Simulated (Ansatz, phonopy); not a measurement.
# SnOs (hypothetical, Pm-3m): a volume series of phonon spectra, part 5 of 5

Aim: how the vibrations of SnOs (hypothetical) shift with volume, and the expansion that follows. The crystal structure is hypothetical: it was made by swapping elements on a known structure type.

Ansatz 0.2.0; DFT PBE, scalar-relativistic, plane waves, PAW.

So far. Step 17 (Phonons, V/V0 0.97): No mode is imaginary beyond numerical noise at the solved wavevectors. The highest zone-centre mode (no LO–TO term) moved by +9.2 % for a volume change of -3.0 %. Step 18 (Single point at a scaled cell, V/V0 1.05): The run ends at a pressure of -8.43 GPa.

**19. Phonons, V/V0 1.05**

The same q-mesh and k-mesh are kept at every volume, so that much of their error can cancel in the differences.

Input file input.yaml:

```yaml
crystal:
  lattice:
    - [3.3074326851, 0.0, 0.0]
    - [0.0, 3.3074326851, 0.0]
    - [0.0, 0.0, 3.3074326851]
  atoms:
    - { symbol: Sn, position: [0.5, 0.5, 0.5] }
    - { symbol: Os, position: [0.0, 0.0, 0.0] }
kpoints:
  mp_grid: { grid: [16, 16, 16] }
hamiltonian:
  xc: pbe
scf:
  occupations: { method: methfessel_paxton, width: 0.15 }
output:
  eigenvalues: true
phonons:
  method: dfpt
  qmesh: [4, 4, 4]
  temperatures: { t_max: 1000, t_step: 50 }
  qpath:
    path:
      - [[0.0, 0.0, 0.0], [0.0, 0.5, 0.0], [0.5, 0.5, 0.0], [0.0, 0.0, 0.0], [0.5, 0.5, 0.5], [0.0, 0.5, 0.0]]
      - [[0.5, 0.5, 0.5], [0.5, 0.5, 0.0]]
    npoints: 10
```

The run is started by

```
$ ansatz run input.yaml --threads 4 --pin off --max-ram 8192MiB --backend cpu --events-out ev --progress --plain --runs-dir out
```

Numbers of over 12 decimals in the logs are rounded to 6 here.

The program printed:

```text
[...]
Crystal: 2 atoms, lattice volume = 36.180 Å³
Basis set: ecut = 420 eV, 739 PW (Γ), exchange–correlation on 48×48×48 points (8 copies of the dense FFT grid, shifted against one another)
Bands: 19, of which v1, the nominal top of the filled ones, is band 15 counted from 1 (14 counted from 0)
Symmetry: 48 space group operations
k-points: 165 of 4096
[...]
k-point 164: bands = [... 11 lower, 13.0268, 14.8374, 19.0607, 19.0607, 21.0470, 21.0470, 21.0470, 22.2637]
[...]
ASR residual: 2.889e-5 → 0.000e0 eV/Å²; symmetrization residual: 2.604e-5 eV/Å²
  ASR residual per site (eV/Å²): 2.70e-5 2.89e-5
  Γ frequencies (cm⁻¹): 0.00 0.00 0.00 121.76 121.76 121.76
--- Phonons (arbitrary-q DFPT): 10 irreducible q on the 4×4×4 mesh ---
[...]
interpolated dispersion: 62 rows × 6 modes
[...]
[key lines of the parts left out:]
SCF converged after 8 iterations
Free energy (F): -17407.812390 eV
Fermi energy:    18.516938 eV
```

The job ended after 8.3 min (4 threads of Arm Neoverse V2, shared host; peak memory 3.8 GiB; 32 min of CPU time).

No mode is imaginary beyond numerical noise at the solved wavevectors. The highest zone-centre mode (no LO–TO term) moved by -14.9 % for a volume change of +5.0 %.

**20. Mode Grüneisen parameters**

This step: DFT PBE, scalar-relativistic, plane waves, PAW (phonopy 4.10.0).

Numbers from this step:

* share of modes with a negative Grüneisen parameter: 0

Mean Grüneisen, by row:

```csv
T (K),heat-capacity-weighted mean,root mean square
50,2.363,2.4
100,2.357,2.389
200,2.353,2.383
300,2.352,2.381
500,2.351,2.381
800,2.351,2.38
```

The mean mode Grueneisen parameter by wavenumber:

```csv
wavenumber (cm⁻¹),mean mode Grueneisen parameter
3.8,-
11.5,3.32
19.1,3.3
26.8,2.44
34.5,2.62
42.1,2.46
49.8,2.51
57.4,2.53
65.1,2.43
72.7,2.41
80.4,2.34
88.1,2.35
95.7,2.3
103.4,2.15
111.0,2.29
118.7,2.35
126.3,2.5
134.0,2.61
141.7,2.63
149.3,2.56
157.0,2.46
164.6,2.48
172.3,2.37
180.0,2.27
187.6,2.3
195.3,2.09
202.9,1.86
210.6,1.75
218.2,1.68
225.9,1.6
```

Volume series, by row:

```csv
V/V0,V (Å³/atom),pressure (GPa),E - E0 (meV/atom),gap (eV),zero-point energy (meV/atom),lowest on the path (cm⁻¹),highest at Gamma without the LO-TO term (cm⁻¹)
0.97,16.71,6.389,10.04,0,26.26,0,156.2
0.985,16.97,3.054,2.447,0,25.38,0,149.6
1,17.23,0,0,0,24.51,0,143.1
1.015,17.49,-2.799,2.267,0,23.66,0,136.6
1.03,17.75,-5.36,8.865,0,22.81,0,130.2
1.05,18.09,-8.432,23.76,0,21.7,0,121.8
```

Table of optical frequency at Gamma without the LO-TO term, mode 4 by V/V0:

```csv
V/V0,"optical frequency at Gamma without the LO-TO term, mode 4 (cm⁻¹)"
0.9700,156
0.9850,150
1.0000,143
1.0150,137
1.0300,130
1.0500,122
```

Grüneisen at points, by row:

```csv
point,branch,frequency (cm⁻¹),mode Grüneisen parameter
Γ,4,143.1,3.02
X,1,87.1,2.94
X,3,127.9,2.4
X,5,130.9,2.43
X,6,230.1,1.56
M,1,102.4,2.81
M,2,107.1,1.28
M,4,109.1,3.17
M,5,192.8,2.52
R,1,133.7,2.52
R,4,177.5,1.88
```

**21. Free-energy fit**

This step gave:

```
volume expansion coefficient at 300 K : 30.36 1e-6/K
isothermal bulk modulus at 300 K      : 183.1 GPa
C_P at 300 K                          : 24.65 J/mol-atom/K
Grüneisen parameter at 300 K          : 2.416
```

Energy (each curve on its own zero) against volume; values in meV/atom:

```csv
volume (Å³/atom),static,F at 0 K,F at 300 K,F at 800 K
16.712,10.0,12.2,17.3,28.8
16.970,2.45,3.77,6.95,14.1
17.229,0,0.46,1.7,4.43
17.487,2.27,1.87,1.1,-0.73
17.746,8.86,7.62,4.75,-1.79
18.090,23.8,21.4,15.6,2.55
```

Phonopy-qha, vinet fit of F(V) at each temperature; no electronic free energy. Qha vinet, by row:

```csv
T (K),fitted volume (Å³/atom),alpha_V (1e-6/K),B_T (GPa),C_P (J/mol-atom/K),Grueneisen
100,17.3,22.03,190.8,18.64,2.356
150,17.32,26.31,188.9,22,2.382
200,17.34,28.3,187,23.43,2.395
250,17.37,29.49,185.1,24.18,2.405
300,17.39,30.36,183.1,24.65,2.416
350,17.42,31.07,181.1,24.98,2.427
400,17.45,31.71,179,25.24,2.438
450,17.47,32.31,177,25.46,2.449
500,17.5,32.91,174.8,25.65,2.461
550,17.53,33.5,172.7,25.83,2.473
600,17.56,34.09,170.5,26,2.486
650,17.59,34.71,168.3,26.17,2.499
700,17.62,35.34,166.1,26.34,2.512
750,17.65,35.99,163.8,26.51,2.526
```

The volume expansion coefficient, phonopy-qha, Vinet by temperature:

```csv
temperature (K),"volume expansion coefficient, phonopy-qha, Vinet (1e-6/K)"
75,17.7
100,22.0
150,26.3
175,27.5
200,28.3
250,29.5
275,29.9
300,30.4
350,31.1
375,31.4
400,31.7
450,32.3
475,32.6
500,32.9
550,33.5
575,33.8
600,34.1
650,34.7
675,35.0
700,35.3
750,36.0
775,36.3
```

The fit gives a volume expansion of 30.4 × 10⁻⁶/K at 300 K.

**22. What came out**

```json
{
  "volume expansion coefficient at 300 K": "30.36 1e-6/K",
  "isothermal bulk modulus at 300 K": "183.1 GPa",
  "C_P at 300 K": "24.65 J/mol-atom/K",
  "Grüneisen parameter at 300 K": "2.416",
  "mean mode Grüneisen parameter at 300 K": "2.35"
}
```

**Reading.** Near room temperature SnOs (hypothetical) expands by 30.4 × 10⁻⁶/K in volume by PBE, with C_P = 24.7 J/(mol K) per mole of atoms and B_T = 183 GPa. C_P at room temperature is 99 % of the classical 3R an atom. The fit leaves out the electrons' free energy, which adds to C_P and to the expansion of a metal at high temperature. The heat-capacity-weighted Grüneisen parameter goes from 2.36 at 50 K to 2.35 at 800 K. Weighting γ by the density of states and each mode's heat capacity at 300 K, modes below 80 cm⁻¹ give about 8 % of the sum of γC that drives the expansion, those up to 150 cm⁻¹ 59 % and the rest 33 %. Among the labelled points γ is largest for branch 4 at M (109 cm⁻¹, 3.2) and smallest for branch 2 at M (107 cm⁻¹, 1.3). The program warned that a few bands missed the eigensolver's threshold in at least one of the runs.

[Logs are printed without paths, hosts, clocks, repeated set-up lines and the standing remarks that a program may print on its own settings, such as how far it seeks lower states.]

[Hosts, paths, dates, database ids (printed as entryN), source tags and the programs' standing remarks are cut or masked in the printed files.]

[A step with changed settings may run another functional than the one named; its input shows which.]


